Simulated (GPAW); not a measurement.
# Nb2COS MXene monolayer in an electric field

Aim: the dipole that a field along the normal induces in Nb2COS MXene monolayer.

Calculated with GPAW 26.7.0; GPAW, PAW setups; layer in a repeated cell with vacuum, relaxation of atoms and in-plane cell, in the first sound run; inputs show where later runs differ.

## Step 1: Starting point

The cell holds 5 atoms: 1 S, 2 Nb, 1 C and 1 O. Its edges and angles: a = 3.151 Å, b = 3.151 Å, c = 21.359 Å, α = 90.0°, β = 90.0°, γ = 120.0°. Vacuum lies along c.

Structure file:

```cif
data_structure
_symmetry_space_group_name_H-M 'P 1'
_symmetry_Int_Tables_number 1
_cell_length_a 3.1506
_cell_length_b 3.1506
_cell_length_c 21.3587
_cell_angle_alpha 90.000
_cell_angle_beta 90.000
_cell_angle_gamma 120.000
_cell_volume 183.61
loop_
_atom_site_label
_atom_site_type_symbol
_atom_site_fract_x
_atom_site_fract_y
_atom_site_fract_z
_atom_site_occupancy
S1 S 0.33333 0.66667 0.37455 1
Nb2 Nb 0.66667 0.33333 0.45661 1
C3 C 0.00000 0.00000 0.51482 1
Nb4 Nb 0.33333 0.66667 0.57302 1
O5 O 0.66667 0.33333 0.62545 1
```

## Step 2: Relaxing the atoms

Forces are removed first; all later runs use this geometry.

File run.py:

```python
import json
import numpy as np
from ase import Atoms
from ase.filters import FrechetCellFilter
from ase.optimize import BFGS
from gpaw import GPAW, PW

slab = Atoms(
    ['S', 'Nb', 'C', 'Nb', 'O'],
    positions=[
        [-0.00000, 1.81899, 8.00000],
        [1.57529, 0.90949, 9.75270],
        [0.00000, 0.00000, 10.99584],
        [-0.00000, 1.81899, 12.23897],
        [1.57529, 0.90949, 13.35870]],
    cell=[[3.15058, 0.0, 0.0], [-1.57529, 2.72848, 0.0], [0.0, 0.0, 21.3587]],
    pbc=[True, True, True])

slab.calc = GPAW(mode=PW(600), xc='PBE', kpts={'size': (12, 12, 1), 'gamma': True},
                 occupations={'name': 'fermi-dirac', 'width': 0.05}, nbands='160%',
                 convergence={'density': 1e-05}, maxiter=200,
                 symmetry={'tolerance': 1e-3}, txt='slab.txt')
result = {}
# The in-plane cell is free; stress needs a cell that repeats along all three vectors
path = []
opt = BFGS(FrechetCellFilter(slab, mask=[1, 1, 0, 0, 0, 1]), maxstep=0.2)
opt.attach(lambda: path.append((slab.get_potential_energy(), slab.positions.tolist(), slab.get_forces().tolist())))
result['relaxed'] = bool(opt.run(fmax=0.02, steps=45))
result['path'] = path
result['cell'] = slab.cell.tolist()
print('in-plane lattice', slab.cell.cellpar().round(4)[[0, 1, 5]])
energy = slab.get_potential_energy()
fermi = slab.calc.get_fermi_level()
v = slab.calc.get_electrostatic_potential().mean((0, 1)) - fermi
n = slab.calc.get_pseudo_density().mean((0, 1))
L = slab.cell[2, 2]
z = np.arange(len(v)) * L / len(v)
low, high = slab.positions[:, 2].min(), slab.positions[:, 2].max()
below, above = np.interp([low - 5.8, high + 5.8], z, v)
slopes = [np.interp(x, z, np.gradient(v, z)) for x in (low - 5.8, high + 5.8)]
eps = np.array([[slab.calc.get_eigenvalues(k, s) for k in range(len(slab.calc.get_ibz_k_points()))]
                for s in range(slab.calc.get_number_of_spins())]) - fermi
top, bottom = eps[eps < 0].max(), eps[eps > 0].min()
dipole = slab.get_dipole_moment()[2]
print(f'energy {energy:.4f} eV, Fermi level {fermi:.4f} eV, dipole {dipole:.5f} e A')
print(f'potential 5.8 A off the faces, from the Fermi level: lower {below:.4f} eV, upper {above:.4f} eV')
print(f'slope of the potential there: lower {slopes[0]:.5f}, upper {slopes[1]:.5f} eV/A')
print(f'nearest levels on the mesh: {top:.4f} and {bottom:.4f} eV')
print('magnetic moment', round(slab.get_magnetic_moment(), 3))
result.update(energy=energy, fermi=fermi, dipole=dipole, below=below, above=above, slopes=slopes, edges=[top, bottom],
              z=z.tolist(), v=v.tolist(), n=n.tolist(), positions=slab.positions.tolist(),
              forces=slab.get_forces(apply_constraint=False).tolist(), moments=slab.get_magnetic_moments().tolist())
json.dump(result, open('result.json', 'w'))
```

On the command line:

```bash
$ OMP_NUM_THREADS=1 OPENBLAS_NUM_THREADS=1 python run.py
```

The program printed:

```text
Step          Energy          fmax
BFGS:    0      -45.460385        0.954718
BFGS:    1      -45.488988        0.643945
BFGS:    2      -45.510434        0.375374
BFGS:    3      -45.517454        0.397583
BFGS:    4      -45.538655        0.257878
BFGS:    5      -45.543456        0.130664
BFGS:    6      -45.546040        0.089270
BFGS:    7      -45.547678        0.079290
BFGS:    8      -45.548910        0.059604
BFGS:    9      -45.549351        0.030858
BFGS:   10      -45.549507        0.020601
BFGS:   11      -45.549515        0.010381
in-plane lattice [  3.182   3.182 120.   ]
energy -45.5409 eV, Fermi level 0.0071 eV, dipole -0.00813 e A
potential 5.8 A off the faces, from the Fermi level: lower 5.5132 eV, upper 5.5486 eV
slope of the potential there: lower -0.00784, upper -0.00756 eV/A
nearest levels on the mesh: -0.0332 and 0.0228 eV
magnetic moment 0.0
```

Wall time 11 min (1 thread of INTEL XEON PLATINUM 8581C at 2.10GHz (Emerald Rapids), shared host); peak memory 0.44 GiB.

This step gave:

```
dipole along the normal                    : -0.008126 e·Å
levels nearest the Fermi level on the mesh : -0.03316, 0.02276 eV from the Fermi level
```

The electrostatic potential energy of an electron (without an applied field's), less the Fermi level, planar mean oscillates, so the rows of the table below give means over windows of 0.5 Å about each position, cut where the curve ends. Its maxima inside the range that stand out by 2 % of the span (Å: eV): 8.80: -5.06, 10.59: -8.41, 11.36: -8.67, 12.99: -11.0. Its minima: 8.12: -18.7, 9.74: -23.0, 11.02: -12.2, 12.22: -23.5, 13.16: -11.9.

The electrostatic potential energy of an electron (without an applied field's), less the Fermi level, planar mean by z; means over each step:

| z (Å) | electrostatic potential energy of an electron (without an applied field's), less the Fermi level, planar mean (eV) |
| --- | --- |
| 0.0 | 5.53 |
| 0.5 | 5.53 |
| 1.0 | 5.52 |
| 1.5 | 5.52 |
| 2.0 | 5.52 |
| 2.5 | 5.51 |
| 3.0 | 5.51 |
| 3.5 | 5.50 |
| 4.0 | 5.50 |
| 4.5 | 5.49 |
| 5.0 | 5.49 |
| 5.5 | 5.47 |
| 6.0 | 5.41 |
| 6.5 | 5.12 |
| 7.0 | 3.70 |
| 7.5 | -2.67 |
| 8.0 | -15.8 |
| 8.5 | -9.78 |
| 9.0 | -7.14 |
| 9.5 | -18.5 |
| 10.0 | -19.2 |
| 10.5 | -9.67 |
| 11.0 | -11.2 |
| 11.5 | -10.0 |
| 12.0 | -19.8 |
| 12.5 | -19.1 |
| 13.0 | -11.6 |
| 13.5 | -5.51 |
| 14.0 | 3.46 |
| 14.5 | 5.24 |
| 15.0 | 5.52 |
| 15.5 | 5.56 |
| 16.0 | 5.57 |
| 16.5 | 5.57 |
| 17.0 | 5.56 |
| 17.5 | 5.56 |
| 18.0 | 5.56 |
| 18.5 | 5.55 |
| 19.0 | 5.55 |
| 19.5 | 5.55 |
| 20.0 | 5.54 |
| 20.5 | 5.54 |
| 21.0 | 5.53 |

Table of pseudo valence density, planar mean by z:

| z (Å) | pseudo valence density, planar mean (e/Å³) |
| --- | --- |
| 4.5 | 3.5e-5 |
| 5.0 | 1.6e-4 |
| 5.5 | 7.6e-4 |
| 6.0 | 0.00367 |
| 6.5 | 0.0182 |
| 7.0 | 0.0889 |
| 7.5 | 0.313 |
| 8.0 | 0.392 |
| 8.5 | 0.486 |
| 9.0 | 0.455 |
| 9.5 | 1.05 |
| 10.0 | 1.12 |
| 10.5 | 0.576 |
| 11.0 | 0.560 |
| 11.5 | 0.578 |
| 12.0 | 1.13 |
| 12.5 | 1.11 |
| 13.0 | 0.823 |
| 13.5 | 0.690 |
| 14.0 | 0.143 |
| 14.5 | 0.0219 |
| 15.0 | 0.00356 |
| 15.5 | 6.1e-4 |
| 16.0 | 1.1e-4 |

The relaxation lowered the energy of the cell by 0.0884 eV (energies extrapolated to zero smearing; the optimiser's log prints free energies). The largest force left on a free atom is 0.010 eV/Å.

## Step 3: Plane waves, PBE

The work function is the vacuum plateau of the electrostatic potential less the Fermi level; a dipole layer lets the two faces have plateaus of their own.

This step: GPAW, PAW setups; slab in vacuum (GPAW 26.7.0).

The cell differs from the one that the last finished run ended in (c 21.359 → 21.181 Å).

Edit run.py of step 2 so:

```diff
@@ -3,4 +3,2 @@
 from ase import Atoms
-from ase.filters import FrechetCellFilter
-from ase.optimize import BFGS
 from gpaw import GPAW, PW
@@ -10,23 +8,16 @@
     positions=[
-        [-0.00000, 1.81899, 8.00000],
-        [1.57529, 0.90949, 9.75270],
-        [0.00000, 0.00000, 10.99584],
-        [-0.00000, 1.81899, 12.23897],
-        [1.57529, 0.90949, 13.35870]],
-    cell=[[3.15058, 0.0, 0.0], [-1.57529, 2.72848, 0.0], [0.0, 0.0, 21.3587]],
-    pbc=[True, True, True])
+        [-0.00000, 1.83713, 8.00000],
+        [1.59100, 0.91856, 9.66956],
+        [0.00000, -0.00000, 10.90410],
+        [-0.00000, 1.83713, 12.13914],
+        [1.59100, 0.91856, 13.18131]],
+    cell=[[3.182, -0.0, 0.0], [-1.591, 2.75569, 0.0], [0.0, 0.0, 21.1813]],
+    pbc=[True, True, False])
 
-slab.calc = GPAW(mode=PW(600), xc='PBE', kpts={'size': (12, 12, 1), 'gamma': True},
+slab.calc = GPAW(mode=PW(500), xc='PBE', kpts={'size': (12, 12, 1), 'gamma': True},
                  occupations={'name': 'fermi-dirac', 'width': 0.05}, nbands='160%',
                  convergence={'density': 1e-05}, maxiter=200,
+                 poissonsolver={'dipolelayer': 'xy'},
                  symmetry={'tolerance': 1e-3}, txt='slab.txt')
 result = {}
-# The in-plane cell is free; stress needs a cell that repeats along all three vectors
-path = []
-opt = BFGS(FrechetCellFilter(slab, mask=[1, 1, 0, 0, 0, 1]), maxstep=0.2)
-opt.attach(lambda: path.append((slab.get_potential_energy(), slab.positions.tolist(), slab.get_forces().tolist())))
-result['relaxed'] = bool(opt.run(fmax=0.02, steps=45))
-result['path'] = path
-result['cell'] = slab.cell.tolist()
-print('in-plane lattice', slab.cell.cellpar().round(4)[[0, 1, 5]])
 energy = slab.get_potential_energy()
```

The program printed:

```text
energy -45.1847 eV, Fermi level 0.0547 eV, dipole -0.00548 e A
potential 5.8 A off the faces, from the Fermi level: lower 5.4796 eV, upper 5.5820 eV
slope of the potential there: lower -0.00089, upper -0.00045 eV/A
nearest levels on the mesh: -0.0332 and 0.0227 eV
magnetic moment 0.0
```

Elapsed: 64 s, on 1 thread; peak memory 0.27 GiB.

Numbers from this step:

| Quantity | Value |
| --- | --- |
| dipole along the normal | -0.005484 e·Å |
| levels nearest the Fermi level on the mesh | -0.03323, 0.02270 eV from the Fermi level |
| upper work function | 5.582 eV |
| lower work function | 5.480 eV |

The electrostatic potential energy of an electron (without an applied field's), less the Fermi level, planar mean oscillates, so the rows of the table below give means over windows of 0.5 Å about each position, cut where the curve ends. Its maxima inside the range that stand out by 2 % of the span (Å: eV): 8.70: -5.07, 10.50: -8.41, 11.35: -8.64, 12.86: -11.0. Its minima: 8.04: -18.6, 9.65: -23.0, 10.87: -12.2, 12.10: -23.5, 13.14: -11.9.

Electrostatic potential energy of an electron (without an applied field's), less the Fermi level, planar mean against z; means over each step:

z (Å), electrostatic potential energy of an electron (without an applied field's), less the Fermi level, planar mean (eV) and a bar from the least value:
```
      0.0        5.5 ##############################
      0.5        5.5 ##############################
      1.0        5.5 ##############################
      1.5        5.5 ##############################
      2.0        5.5 ##############################
      2.5        5.5 ##############################
      3.0        5.5 ##############################
      3.5        5.5 ##############################
      4.0        5.5 ##############################
      4.5        5.5 ##############################
      5.0        5.5 ##############################
      5.5        5.5 ##############################
      6.0        5.4 ##############################
      6.5        5.0 #############################
      7.0        3.1 ###########################
      7.5       -4.9 ##################
      8.0      -16.6 #####
      8.5       -8.0 ###############
      9.0       -8.6 ##############
      9.5      -20.2 #
     10.0      -17.2 #####
     10.5       -9.4 #############
     11.0      -11.0 ###########
     11.5      -11.1 ###########
     12.0      -21.2 
     12.5      -17.2 #####
     13.0      -11.4 ###########
     13.5       -3.2 ####################
     14.0        4.0 ############################
     14.5        5.3 ##############################
     15.0        5.5 ##############################
     15.5        5.6 ##############################
     16.0        5.6 ##############################
     16.5        5.6 ##############################
     17.0        5.6 ##############################
     17.5        5.6 ##############################
     18.0        5.6 ##############################
     18.5        5.6 ##############################
     19.0        5.6 ##############################
     19.5        5.6 ##############################
     20.0        5.6 ##############################
     20.5        5.6 ##############################
     21.0        5.6 ##############################
```

Table of pseudo valence density, planar mean by z:

| z (Å) | pseudo valence density, planar mean (e/Å³) |
| --- | --- |
| 4.5 | 4.6e-5 |
| 5.0 | 2.2e-4 |
| 5.5 | 0.00100 |
| 6.0 | 0.00500 |
| 6.5 | 0.0254 |
| 7.0 | 0.116 |
| 7.5 | 0.356 |
| 8.0 | 0.402 |
| 8.5 | 0.476 |
| 9.0 | 0.498 |
| 9.5 | 1.20 |
| 10.0 | 0.962 |
| 10.5 | 0.562 |
| 11.0 | 0.560 |
| 11.5 | 0.608 |
| 12.0 | 1.25 |
| 12.5 | 0.968 |
| 13.0 | 0.865 |
| 13.5 | 0.566 |
| 14.0 | 0.101 |
| 14.5 | 0.0161 |
| 15.0 | 0.00258 |
| 15.5 | 4.3e-4 |
| 16.0 | 8.0e-5 |

The potential is flat to 8.9e-4 eV/Å where it is read, so the vacuum is wide enough.

## Step 4: In a field

A uniform field along the normal polarises the slab; the atoms stay fixed, so this is the electronic response alone.

Edit run.py of step 3 so:

```diff
@@ -4,2 +4,3 @@
 from gpaw import GPAW, PW
+from gpaw.external import ConstantElectricField
 
@@ -20,2 +21,3 @@
                  poissonsolver={'dipolelayer': 'xy'},
+                 external=ConstantElectricField(-0.2, [0, 0, 1]),
                  symmetry={'tolerance': 1e-3}, txt='slab.txt')
```

The program printed:

```text
energy -45.1922 eV, Fermi level 0.0859 eV, dipole -0.06925 e A
potential 5.8 A off the faces, from the Fermi level: lower 4.7691 eV, upper 6.2004 eV
slope of the potential there: lower -0.00089, upper -0.00045 eV/A
nearest levels on the mesh: -0.0353 and 0.0236 eV
magnetic moment 0.0
```

The job ended after 2.8 min (1 thread; peak memory 0.56 GiB).

Numbers from this step:

* dipole along the normal: -0.06925 e·Å
* levels nearest the Fermi level on the mesh: -0.03528, 0.02361 eV from the Fermi level
* potential below the slab, the applied field's own ramp left out: 4.769 eV from the Fermi level
* potential above the slab, the applied field's own ramp left out: 6.200 eV from the Fermi level

The electrostatic potential energy of an electron (without an applied field's), less the Fermi level, planar mean oscillates, so the rows of the table below give means over windows of 0.5 Å about each position, cut where the curve ends. Its maxima inside the range that stand out by 2 % of the span (Å: eV): 8.70: -5.44, 10.50: -8.42, 11.35: -8.49, 12.86: -10.5. Its minima: 8.04: -19.1, 9.65: -23.2, 10.87: -12.2, 12.10: -23.2, 13.14: -11.4.

The electrostatic potential energy of an electron (without an applied field's), less the Fermi level, planar mean by z; means over each step:

z (Å), electrostatic potential energy of an electron (without an applied field's), less the Fermi level, planar mean (eV) and a bar from the least value:
```
      0.0        5.2 #############################
      0.5        4.8 ############################
      1.0        4.8 ############################
      1.5        4.8 ############################
      2.0        4.8 ############################
      2.5        4.8 ############################
      3.0        4.8 ############################
      3.5        4.8 ############################
      4.0        4.8 ############################
      4.5        4.8 ############################
      5.0        4.8 ############################
      5.5        4.7 ############################
      6.0        4.7 ############################
      6.5        4.3 ############################
      7.0        2.4 ##########################
      7.5       -5.5 #################
      8.0      -17.1 ####
      8.5       -8.4 ##############
      9.0       -8.9 #############
      9.5      -20.4 #
     10.0      -17.3 ####
     10.5       -9.4 #############
     11.0      -10.9 ###########
     11.5      -10.9 ###########
     12.0      -21.0 
     12.5      -16.8 #####
     13.0      -10.9 ###########
     13.5       -2.7 ####################
     14.0        4.6 ############################
     14.5        5.9 ##############################
     15.0        6.2 ##############################
     15.5        6.2 ##############################
     16.0        6.2 ##############################
     16.5        6.2 ##############################
     17.0        6.2 ##############################
     17.5        6.2 ##############################
     18.0        6.2 ##############################
     18.5        6.2 ##############################
     19.0        6.2 ##############################
     19.5        6.2 ##############################
     20.0        6.2 ##############################
     20.5        6.2 ##############################
     21.0        6.0 ##############################
```

Force by atom:

| atom | x (eV/Å) | y (eV/Å) | z (eV/Å) | size |
| --- | --- | --- | --- | --- |
| S1 | 0.0000 | 0.0000 | 0.0027 | 0.0027 |
| Nb2 | 0.0000 | 0.0000 | 0.0117 | 0.0117 |
| C3 | 0.0000 | 0.0000 | 0.0083 | 0.0083 |
| Nb4 | 0.0000 | 0.0000 | -0.0835 | 0.0835 |
| O5 | 0.0000 | 0.0000 | 0.0985 | 0.0985 |

The dipole is now -0.0692 e Å, against -0.0055 in the run without a field.

## Step 5: In a field

Edit run.py of step 4 so:

```diff
@@ -21,3 +21,3 @@
                  poissonsolver={'dipolelayer': 'xy'},
-                 external=ConstantElectricField(-0.2, [0, 0, 1]),
+                 external=ConstantElectricField(-0.1, [0, 0, 1]),
                  symmetry={'tolerance': 1e-3}, txt='slab.txt')
```

The program printed:

```text
energy -45.1868 eV, Fermi level 0.0705 eV, dipole -0.03705 e A
potential 5.8 A off the faces, from the Fermi level: lower 5.1239 eV, upper 5.8908 eV
slope of the potential there: lower -0.00089, upper -0.00045 eV/A
nearest levels on the mesh: -0.0343 and 0.0232 eV
magnetic moment 0.0
```

Elapsed: 2.8 min, on 1 thread; peak memory 0.56 GiB.

This step gave:

```
dipole along the normal                                         : -0.03705 e·Å
levels nearest the Fermi level on the mesh                      : -0.03426, 0.02316 eV from the Fermi level
potential below the slab, the applied field's own ramp left out : 5.124 eV from the Fermi level
potential above the slab, the applied field's own ramp left out : 5.891 eV from the Fermi level
```

The electrostatic potential energy of an electron (without an applied field's), less the Fermi level, planar mean oscillates, so the rows of the table below give means over windows of 0.5 Å about each position, cut where the curve ends. Its maxima inside the range that stand out by 2 % of the span (Å: eV): 8.70: -5.26, 10.50: -8.42, 11.35: -8.57, 12.86: -10.8. Its minima: 8.04: -18.9, 9.65: -23.1, 10.87: -12.2, 12.10: -23.3, 13.14: -11.6.

Table of electrostatic potential energy of an electron (without an applied field's), less the Fermi level, planar mean by z; means over each step:

| z (Å) | electrostatic potential energy of an electron (without an applied field's), less the Fermi level, planar mean (eV) |
| --- | --- |
| 0.0 | 5.37 |
| 0.5 | 5.15 |
| 1.0 | 5.12 |
| 1.5 | 5.12 |
| 2.0 | 5.12 |
| 2.5 | 5.12 |
| 3.0 | 5.12 |
| 3.5 | 5.12 |
| 4.0 | 5.12 |
| 4.5 | 5.12 |
| 5.0 | 5.12 |
| 5.5 | 5.10 |
| 6.0 | 5.03 |
| 6.5 | 4.65 |
| 7.0 | 2.77 |
| 7.5 | -5.19 |
| 8.0 | -16.8 |
| 8.5 | -8.19 |
| 9.0 | -8.74 |
| 9.5 | -20.3 |
| 10.0 | -17.2 |
| 10.5 | -9.43 |
| 11.0 | -10.9 |
| 11.5 | -11.0 |
| 12.0 | -21.1 |
| 12.5 | -17.0 |
| 13.0 | -11.1 |
| 13.5 | -2.95 |
| 14.0 | 4.34 |
| 14.5 | 5.64 |
| 15.0 | 5.85 |
| 15.5 | 5.88 |
| 16.0 | 5.89 |
| 16.5 | 5.89 |
| 17.0 | 5.89 |
| 17.5 | 5.89 |
| 18.0 | 5.89 |
| 18.5 | 5.89 |
| 19.0 | 5.89 |
| 19.5 | 5.89 |
| 20.0 | 5.89 |
| 20.5 | 5.89 |
| 21.0 | 5.77 |

Force by atom:

| atom | x (eV/Å) | y (eV/Å) | z (eV/Å) | size |
| --- | --- | --- | --- | --- |
| S1 | 0.0000 | 0.0000 | 0.0011 | 0.0011 |
| Nb2 | 0.0000 | 0.0000 | 0.0099 | 0.0099 |
| C3 | 0.0000 | 0.0000 | 0.0074 | 0.0074 |
| Nb4 | 0.0000 | 0.0000 | -0.0462 | 0.0462 |
| O5 | 0.0000 | 0.0000 | 0.0659 | 0.0659 |

The dipole is now -0.0371 e Å, against -0.0055 in the run without a field.

(Continued in part 2 of 2.)

[Logs are printed without paths, hosts, clocks, repeated set-up lines and the standing remarks that a program may print on its own settings, such as how far it seeks lower states.]

[Hosts, paths, dates, database ids (printed as entryN), source tags and the programs' standing remarks are cut or masked in the printed files.]
